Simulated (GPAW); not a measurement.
# Core-hole calculation of the C K edge in rock-salt (TiC)₁₋ₓ(ZrC)ₓ at x = 0, part 3 of 3

Aim: the C K edge in rock-salt (TiC)₁₋ₓ(ZrC)ₓ at x = 0, one member of a composition series.

GPAW 26.7.0; X-ray absorption from dipole matrix elements to empty bands, plane-wave PAW LDA.

So far. Step 4 (Spectrum with XCH, C atom 2): Main maxima below 24 eV (height): 3.1 eV (2.67), 6.5 eV (1.42) and 13.6 eV (1.92). A K edge sees empty p states; the first features are C p mixed into the empty d states of the Ti neighbours, and the broad ones above probably into the cations' higher empty bands. Step 4 (Spectrum with XCH, C atom 2): The total-energy difference is 284.90 eV.

**6. Spectrum with XCH, Ti atom 1**

The holes are 6.1 Å apart. The excited electron is kept in the cell, where it fills the lowest empty states and screens the hole. After the field has converged, empty bands are computed with the density fixed and the dipole matrix elements are summed.

The absorber has 6 C at 2.16 Å (octahedral).

xas.py

```python
import numpy as np
from ase import Atoms
from ase.parallel import parprint, paropen
from gpaw import GPAW, PW, FermiDirac, Mixer, MixerDif, setup_paths
from gpaw.test import gen
setup_paths.insert(0, '.')
gen('Ti', name='fch1s', xcname='LDA', corehole=(1, 0, 1), write_xml=True)
from gpaw.mpi import world
world.barrier()

atoms = Atoms('TiCTiCTiCTiCTiCTiCTiCTiC',
    cell=[[0, 4.328, 4.328],
     [4.328, 0, 4.328],
     [4.328, 4.328, 0]],
    scaled_positions=[[0, 0, 0],
     [0.75, 0.25, 0.25],
     [0, 0, 0.5],
     [0.75, 0.25, 0.75],
     [0, 0.5, 0],
     [0.75, 0.75, 0.25],
     [0, 0.5, 0.5],
     [0.75, 0.75, 0.75],
     [0.5, 0, 0],
     [0.25, 0.25, 0.25],
     [0.5, 0, 0.5],
     [0.25, 0.25, 0.75],
     [0.5, 0.5, 0],
     [0.25, 0.75, 0.25],
     [0.5, 0.5, 0.5],
     [0.25, 0.75, 0.75]],
    pbc=True)
atoms.calc = calc = GPAW(legacy_gpaw=True, mode=PW(500, force_complex_dtype=True), xc='LDA', setups={0: 'fch1s'},
    kpts={'size': (4, 4, 4), 'gamma': True}, occupations=FermiDirac(0.1),
    charge=-1, mixer=Mixer(0.1, 5, 50), maxiter=150,
    convergence={'density': 0.0001, 'eigenstates': 1e-6}, txt='scf.txt')
energy = atoms.get_potential_energy() + calc.get_reference_energy()
ef = calc.get_fermi_level()
out = dict(energy=energy, fermi=ef, forces=atoms.get_forces().tolist())
parprint(f'all-electron energy {energy:.4f} eV, Fermi level {ef:.4f} eV')
ev = np.array([[calc.get_eigenvalues(k, s) for k in range(len(calc.get_ibz_k_points()))] for s in range(calc.get_number_of_spins())])
out['homo'], out['lumo'], out['counts'] = ev[ev < ef].max(), ev[ev > ef].min(), sorted(set((ev < ef).sum((0, 2)).tolist()))
out['filled'] = (ev[:, 0] < ef).sum(1).tolist()

from ase.units import Ha
from gpaw.xas import dipole_matrix_elements
nb = int(calc.get_number_of_electrons() / 2) + 125
top, nb = nb, nb + 8 + nb // 12
nscf = calc.fixed_density(kpts={'size': (6, 6, 6), 'gamma': True}, nbands=nb,
    convergence={'bands': top, 'eigenstates': 5e-3}, maxiter=60, txt='nscf.txt')
cell = atoms.cell.array
ops = [cell.T @ U.T @ np.linalg.inv(cell.T) for U in nscf.wfs.kd.symmetry.op_scc]
E = np.arange(-6, 30, 0.1)
fwhm = np.interp(E, [4, 25], [0.94, 3.5])
Y, X, zero, highest = 0, 0, 1e9, 1e9
for spin in range(nscf.get_number_of_spins()):
    wfs = nscf.wfs
    mine = wfs.bd.get_slice()  # this rank's bands
    A = dipole_matrix_elements(wfs.setups[0])
    eps = np.zeros((wfs.kd.nibzkpts, nb))
    d = np.zeros((3, A.shape[1], wfs.kd.nibzkpts, nb), complex)
    for kpt in wfs.kpt_u:
        if kpt.s == spin and 0 in kpt.P_ani:
            eps[kpt.k, mine] = kpt.eps_n * Ha
            d[:, :, kpt.k, mine] = (kpt.weight * wfs.nspins / 2) ** 0.5 * np.inner(A, kpt.P_ani[0])
    world.sum(eps)
    world.sum(d)
    T = np.einsum('amkn,bmkn->abkn', d, d.conj()).real
    T = sum(np.einsum('ai,ijkn,bj->abkn', R, T, R) for R in ops) / len(ops)
    empty = eps > ef
    zero, highest = min(zero, eps[empty].min()), min(highest, eps[:, top - 1].min())
    lines = [(eps, T, empty)] if spin == 0 else lines + [(eps, T, empty)]
for eps, T, empty in lines:
    f = np.einsum('aakn->akn', T).reshape(3, -1)
    x = eps.ravel() - zero
    w = np.interp(x, E, fwhm) / 2.35482
    g = np.exp(-0.5 * ((E[:, None] - x) / w) ** 2) / (w * (2 * np.pi) ** 0.5)
    Y = Y + (f * empty.ravel()) @ g.T
    X = X + (f * ~empty.ravel()) @ g.T
out.update(E=E.round(2).tolist(), xas=Y.tolist(), xes=X.tolist(), zero=zero, valid=highest - zero, nk=len(eps), nb=nb)
for i in range(0, len(E), 10):
    parprint(f'{E[i]:7.2f}', *(f'{v:10.3e}' for v in Y[:, i]))
import json
with paropen('out.json', 'w') as f:
    json.dump(out, f)
```

The run is started by

```bash
OMP_NUM_THREADS=1 mpirun -n 4 gpaw python xas.py
```

Numbers of over 12 decimals in the logs are rounded to 6 here.

The log of the run:

```text
Input parameters:
  charge: -1
  convergence: {density: 0.0001,
                eigenstates: 1e-06}
  kpts: {gamma: True,
         size: (4, 4, 4)}
  maxiter: 150
  mixer: {backend: pulay,
          beta: 0.1,
          method: separate,
          nmaxold: 5,
          weight: 50}
  mode: {ecut: 500.0,
         force_complex_dtype: True,
         name: pw}
  occupations: {fixmagmom: False,
[...]
*d    :     0.333350
--------------------------------

Diagonalizing with gridspacing h=0.050

state   all-electron     PAW
-------------------------------
3s:      -2.983269    -2.983558
3p:      -2.108060    -2.108705
3d:      -0.666650    -0.667242
*f:                   -0.026873
-------------------------------
all-electron energy -188727.2398 eV, Fermi level 10.0388 eV
[...]
28.00  5.875e-07  5.875e-07  5.875e-07
  29.00  6.479e-07  6.479e-07  6.479e-07
[key lines of the parts left out:]
Converged after 24 iterations.
Dipole moment: (0.000000, 0.000000, 0.000000) |e|*Ang
Free energy:   -167.632109
Fermi level: 10.03876
```

Wall time 90 s (4 MPI ranks of AMD EPYC 7B13 (Zen 3), shared host); peak memory 0.45 GiB; 5.6 min of CPU time.

The Ti K spectrum, Ti atom 1, excited-electron core hole (neutral cell) (energy from the lowest empty level; intensity scaled to a mean of 1 over the first 20 eV):

```
E (eV)  intensity
  -2.0       0.00
  -1.5       0.00
  -1.0       0.00
  -0.5       0.03
   0.0       0.13
   0.5       0.19
   1.0       0.14
   1.5       0.12
   2.0       0.15
   2.5       0.21
   3.0       0.33
   3.5       0.45
   4.0       0.35
   4.5       0.27
   5.0       0.40
   5.5       0.50
   6.0       0.52
   6.5       0.47
   7.0       0.29
   7.5       0.13
   8.0       0.09
   8.5       0.15
   9.0       0.26
   9.5       0.41
  10.0       0.60
  10.5       0.81
  11.0       1.01
  11.5       1.12
  12.0       1.16
  12.5       1.23
  13.0       1.42
  13.5       1.70
  14.0       1.93
  14.5       1.99
  15.0       1.93
  15.5       1.88
  16.0       1.94
  16.5       2.09
  17.0       2.27
  17.5       2.37
  18.0       2.35
  18.5       2.19
  19.0       1.96
  19.5       1.72
  20.0       1.53
  20.5       1.39
  21.0       1.29
  21.5       1.21
  22.0       1.13
  22.5       1.05
  23.0       0.98
  23.5       0.92
  24.0       0.88
  24.5       0.86
  25.0       0.86
  25.5       0.88
  26.0       0.93
  26.5       1.02
  27.0       1.14
  27.5       1.27
  28.0       1.40
  28.5       1.49
  29.0       1.54
  29.5       1.54
```

Main maxima below 29 eV (height): 0.4 eV (0.19), 3.5 eV (0.45), 6.0 eV (0.52), 14.4 eV (1.99) and 17.7 eV (2.38). A K edge sees empty p states. The first eV above the zero hold little dipole weight, as the lowest empty bands are of d character; the main edge, of 4p character, rises through 0.6 near 10 eV above the zero.

The total-energy difference is 4969.85 eV. One term is added: -22.68 eV, since the hole is spin-paired here and a spin-polarised one costs that much less in the free atom (computed apart). The photon energy is then 4947.17 eV. The tabulated edge of the element is 4966 eV. The functional leaves an error in such absolute values: in the free atom LDA prices this hole 13.2 eV below PBE (computed apart), and PBE is itself good to a few eV.

**7. Outcome**

```yaml
absorber_and_edge: C K, atom 2 of the ground-state input (counted from 1)
surroundings: 6 Ti at 2.16 Å (octahedral)
highest_intensity_below_16_ev: 3.1 eV above the zero, height 2.67
photon_energy_of_the_zero_with_the_added_terms: 278.2 eV (raw 284.9 eV; LDA puts this hole about 3 eV below PBE, itself good to a few eV)
```

In words: The C K edge of atom 2, with 6 Ti at 2.16 Å (octahedral), has its highest intensity of the first 16 eV at 3.1 eV above the zero, near 281 eV in photon energy (LDA puts this hole about 3 eV below PBE, itself good to a few eV), 2.7 times the mean level of the first 20 eV (Gaussian full width 0.9 eV up to 4 eV, rising linearly to 3.5 eV at 25 eV). The holes are only 6.1 Å apart, so the shape is probably not converged with cell size; no larger cell was run here.

[Banner, clock and machine lines of the logs are left out without a mark of their own.]

[Logs are printed without paths, hosts, clocks, repeated set-up lines and the standing remarks that a program may print on its own settings, such as how far it seeks lower states.]

[Hosts, paths, dates, database ids (printed as entryN), source tags and the programs' standing remarks are cut or masked in the printed files.]

[Lists of maxima count a maximum above −3 eV only where it reaches 4 % of the highest in the window and stands out from its surroundings by 2 % of it (1.5 % where it reaches 55 %); shoulders and weaker maxima are passed over, and of the rest the first, up to two pre-edge ones and the few strongest are named.]
